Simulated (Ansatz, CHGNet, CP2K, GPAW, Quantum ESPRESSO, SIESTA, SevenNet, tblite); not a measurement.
# Random packing of C71N29 (at. %) (109 atoms) in GPAW, part 2 of 2

Wanted: GPAW inputs and outputs for random packing of C71N29 (at. %) (109 atoms), checked against a plane-wave reference.

Program: GPAW 26.7.0; the method stands at each step. Banners, paths, timers and routine set-up lines are dropped from the logs unmarked, and long logs keep their key lines alone; longer cuts are marked.

So far. Step 2 (PBE, LCAO dzp, h 0.18 Å): Forces lie 4.3 % from the reference's, at 7.9 times its CPU time (on 2 against 8 cores). Step 3 (PBE, LCAO szp(dzp), h 0.18 Å): Against the first run (4.3 %), the force difference from the reference is 26 %, at 0.75 times the CPU time (on 1 against 2 cores), with 981 basis functions against 1417: the smaller basis costs accuracy.

### 4. PBE, LCAO dzp, h 0.18 Å, other mixer settings

Method: Kohn-Sham DFT, PBE, PAW, atomic orbitals (dzp).

Input file run.py:

```python
import numpy as np
from ase.io import read
from gpaw import GPAW, FermiDirac, Mixer
from ase.parallel import parprint as print

atoms = read("structure.xyz")
atoms.calc = GPAW(
    mode="lcao",
    basis="dzp",
    h=0.18,
    xc="PBE",
    kpts={"size": (1, 1, 1), "gamma": True},
    occupations=FermiDirac(0.05),
    mixer=Mixer(0.03, 7, 100),
    maxiter=200,
    symmetry={"point_group": False},
    txt="gpaw.txt",
)
energy = atoms.get_potential_energy(force_consistent=True)
forces = atoms.get_forces()
print(f"energy {energy:.6f} eV")
print("forces (eV/A)")
for i, (a, f) in enumerate(zip(atoms, forces)):
    print(f"{i:4d} {a.symbol:2s} {f[0]:10.5f} {f[1]:10.5f} {f[2]:10.5f}")
print(f"Fermi level {atoms.calc.get_fermi_level():.4f} eV")
for k in range(len(atoms.calc.get_ibz_k_points())):
    for s in range(atoms.calc.get_number_of_spins()):
        e = atoms.calc.get_eigenvalues(kpt=k, spin=s)
        n = np.searchsorted(e, atoms.calc.get_fermi_level())
        print(f"k {k} spin {s} levels about the Fermi level:", np.round(e[max(n - 6, 0):n], 4).tolist(), "|", np.round(e[n:n + 6], 4).tolist())
```

Input file structure.xyz:

```xyz
109
Lattice="9.80880 0.00000 0.00000 0.00000 9.80880 0.00000 0.00000 0.00000 9.80880" Properties=species:S:1:pos:R:3 pbc="T T T"
[... 109 atom lines left out: the same atoms as in the first run ...]
```

The run is started by

```console
$ OMP_NUM_THREADS=1 mpirun -np 4 gpaw python run.py > output.txt
```

What it wrote:

```text
energy -563.769054 eV
forces (eV/A)
   0 C    -0.56278   -0.18382   -1.73478
   1 C     2.12757   -1.91550   -2.47025
   2 C    -1.04698    0.51269   -0.78188
   3 C    -0.75218    3.51363   -0.54613
   4 C     0.75264   -1.53786   -1.01905
   5 C     2.58305    1.48888   -0.23602
[...]
106 N     0.52728    2.23615   -3.83088
 107 N    -2.38238    1.18760   -0.57353
 108 N    -1.57595   -2.65200   -0.41141
Fermi level 6.4102 eV
k 0 spin 0 levels about the Fermi level: [6.2089, 6.2684, 6.3168, 6.3357, 6.3519, 6.4032] | [6.4229, 6.4455, 6.4873, 6.5457, 6.5488, 6.5988]
```

gpaw.txt:

```text
Input parameters:
  mode=LCAO(),
  basis={'default': 'dzp'},
  h=0.18,
  kpts=MonkhorstPack(size=(1, 1, 1), gamma=True),
  maxiter=200,
[... lines left out ...]
  occupations=Occupations(name='fermi-dirac', width=0.05, fixmagmom=False),
[... lines left out ...]
  Fermi-Dirac:
[... lines left out ...]
convergence criteria:
- Maximum [total energy] change in last 3 cyles: 0.0005 eV / valence electron
[... lines left out ...]
Converged in 25 steps
[... lines left out ...]
  Free energy:    -563.769054
[... lines left out ...]
Fermi level: 6.410
[... lines left out ...]
|        ... |               |           |
|        226 |         6.072 |     1.998 |
|        227 |         6.143 |     1.990 |
[...]
|        241 |         6.693 |     0.007 |
|        ... |               |           |
|        284 |         8.561 |     0.000 |
Gap: 0.020 eV
Transition (v -> c):
  (s=0, k=0, n=233, [0.00, 0.00, 0.00]) -> (s=0, k=0, n=234, [0.00, 0.00, 0.00])
No difference between direct/indirect transitions
Force computation time: 7.038  # s
```

Wall time 1.9 min (4 MPI ranks of Arm Neoverse V2, shared host); peak memory 2.3 GiB; 7.5 min of CPU time.

Against the reference:

```
r.m.s. force component                          : 1.906 eV/Å
r.m.s. difference of force components           : 85.64 meV/Å
longest difference of force vectors             : 287.3 meV/Å
force difference over r.m.s. force              : 4.408 %
slope of forces against the reference's         : 0.98
correlation of force components                 : 0.9992
energy less the same-level run's                : 0.0002 meV/atom
r.m.s. force difference from the same-level run : 5.15 meV/Å
```

Against the first run (4.3 %), the force difference from the reference is 4.4 %, at 1.4 times the CPU time (on 4 against 2 cores): another solver or mixer reaches the same state.

### 5. PBE, LCAO dzp, h 0.25 Å

Method: Kohn-Sham DFT, PBE, PAW, atomic orbitals (dzp).

Edit run.py of step 4 so:

```diff
@@ -2,3 +2,3 @@
 from ase.io import read
-from gpaw import GPAW, FermiDirac, Mixer
+from gpaw import GPAW, FermiDirac
 from ase.parallel import parprint as print
@@ -9,3 +9,3 @@
     basis="dzp",
-    h=0.18,
+    h=0.25,
     xc="PBE",
@@ -13,3 +13,2 @@
     occupations=FermiDirac(0.05),
-    mixer=Mixer(0.03, 7, 100),
     maxiter=200,
```

structure.xyz is that of step 4.

The run is started by

```console
$ OMP_NUM_THREADS=1 mpirun -np 2 gpaw python run.py > output.txt
```

What it wrote:

```text
energy -530.207885 eV
forces (eV/A)
   0 C    -0.57202   -0.12387   -1.81382
   1 C     2.08668   -1.92032   -2.50303
   2 C    -1.03975    0.46122   -0.75315
   3 C    -0.71879    3.47071   -0.52023
   4 C     0.73137   -1.49221   -0.98082
   5 C     2.59793    1.50941   -0.22864
[...]
106 N     0.97376    1.31113   -3.11986
 107 N    -1.31862    0.68122   -0.54018
 108 N    -2.49461   -1.54036   -0.92353
Fermi level 6.4267 eV
k 0 spin 0 levels about the Fermi level: [6.2259, 6.2851, 6.3293, 6.3512, 6.3679, 6.4219] | [6.44, 6.462, 6.5037, 6.5604, 6.5683, 6.617]
```

gpaw.txt:

```text
Input parameters:
  mode=LCAO(),
  basis={'default': 'dzp'},
  h=0.25,
  kpts=MonkhorstPack(size=(1, 1, 1), gamma=True),
  maxiter=200,
  occupations=Occupations(name='fermi-dirac', width=0.05, fixmagmom=False),
[... lines left out ...]
  Fermi-Dirac:
[... lines left out ...]
convergence criteria:
- Maximum [total energy] change in last 3 cyles: 0.0005 eV / valence electron
[... lines left out ...]
Converged in 22 steps
[... lines left out ...]
  Free energy:    -530.207885
[... lines left out ...]
Fermi level: 6.427
[... lines left out ...]
|        ... |               |           |
|        226 |         6.087 |     1.998 |
|        227 |         6.160 |     1.990 |
[...]
|        241 |         6.706 |     0.007 |
|        ... |               |           |
|        284 |         8.584 |     0.000 |
Gap: 0.018 eV
Transition (v -> c):
  (s=0, k=0, n=233, [0.00, 0.00, 0.00]) -> (s=0, k=0, n=234, [0.00, 0.00, 0.00])
No difference between direct/indirect transitions
Force computation time: 6.994  # s
```

Run time: 96 s. Hardware: 2 MPI ranks; peak memory 1.1 GiB.

Against the reference:

```yaml
r_m_s_force_component: 1.919 eV/Å
r_m_s_difference_of_force_components: 463 meV/Å
longest_difference_of_force_vectors: 2165 meV/Å
force_difference_over_r_m_s_force: 23.83 %
slope_of_forces_against_the_reference_s: 0.9592
correlation_of_force_components: 0.9715
energy_less_the_same_level_run_s: 307.9 meV/atom
r_m_s_force_difference_from_the_same_level_run: 458.2 meV/Å
```

This is a coarse setting, run to see what it loses.

Against the first run (4.3 %), the force difference from the reference is 24 %, at 0.58 times the CPU time: the grid matters here.

The difference per atom is largest on N (1.4 eV/Å on average, against 0.14 on C). The forces add up to 7.4 eV/Å instead of zero, usually a sign of too coarse a grid.

### 6. Side by side

Differences are against the plane-wave reference, forces as r.m.s. over components; share is that over the reference's r.m.s. force, slope the least-squares factor from reference forces to these. Total energies of different programs have different zeros and aren't compared.

```tsv
run	Δ force, r.m.s. (meV/Å)	share (%)	slope	cores	CPU time	memory (GiB)
reference	-	-	-	8	41 s	1.3
GPAW PBE, LCAO dzp, h 0.18 Å	83.6	4.30	0.981	2	5.5 min	1.7
GPAW PBE, LCAO szp(dzp), h 0.18 Å (coarse)	513	26.4	0.826	1	4.1 min	1.2
GPAW PBE, LCAO dzp, h 0.18 Å, other mixer settings	85.6	4.41	0.980	4	7.5 min	2.3
GPAW PBE, LCAO dzp, h 0.25 Å (coarse)	463	23.8	0.959	2	3.2 min	1.1
```

Rows marked coarse were listed beforehand as settings not expected to be converged; some can still land near the reference.

CPU time is summed over cores on a shared host, where runs went side by side, so it is rough. Symmetry, cutoffs, thresholds, outputs and thread counts weren't matched or tuned between programs; memory under MPI is the largest rank's times the ranks.

Within one program, basis, potentials and functional, energies share a zero. Each run against its twin at the usual cutoff or grid and solver:

```tsv
run	twin	Δ energy (meV/atom)	Δ force, r.m.s. (meV/Å)	CPU time over the twin's
GPAW PBE, LCAO dzp, h 0.18 Å, other mixer settings	LCAO dzp, h 0.18 Å	2.0e-4	5.15	1.4 (this twin ran on 2 cores)
GPAW PBE, LCAO dzp, h 0.25 Å	LCAO dzp, h 0.18 Å	308	458	0.58
```

### 7. What came out

| Item | Value |
| --- | --- |
| nearest in forces | GPAW PBE, LCAO dzp, h 0.18 Å, 4.3 % |
| its CPU time | 5.5 min |

What this shows: The PBE runs in local orbitals, coarse settings apart, differ by 4.3 % (GPAW PBE, LCAO dzp, h 0.18 Å) to 4.4 % (GPAW PBE, LCAO dzp, h 0.18 Å, other mixer settings); basis, grid and potentials can all enter. Runs with settings chosen to be coarse differ by 24 % (GPAW PBE, LCAO dzp, h 0.25 Å) to 26 % (GPAW PBE, LCAO szp(dzp), h 0.18 Å), their programs' other errors included. None of the electronic-structure runs in the table takes under half the reference's CPU time of 41 s; they take 4.6 to 11 times as much. GPAW PBE, LCAO szp(dzp), h 0.18 Å softens the forces by a factor of 0.83 while following their directions (correlation 0.972); the slopes of the 4 GPAW runs lie between 0.83 and 0.98. The reference's stress is far from hydrostatic: its diagonal is -24.3, -26.8, -19.7 GPa, compression counted positive. The reference's pressure of -24 GPa says that the cell would shrink at this level of theory. The electronic-structure runs sample only Γ, in a cell whose shortest periodic width is 10 Å, which is coarse for a cell with partly filled levels.

[Also dropped from logs without a mark: logging warnings of Python, and SIESTA's first energy breakdown and zero terms.]

[Logs are printed without paths, hosts, clocks, repeated set-up lines and the standing remarks that a program may print on its own settings, such as how far it seeks lower states.]

[Hosts, paths, dates, database ids (printed as entryN), source tags and the programs' standing remarks are cut or masked in the printed files.]
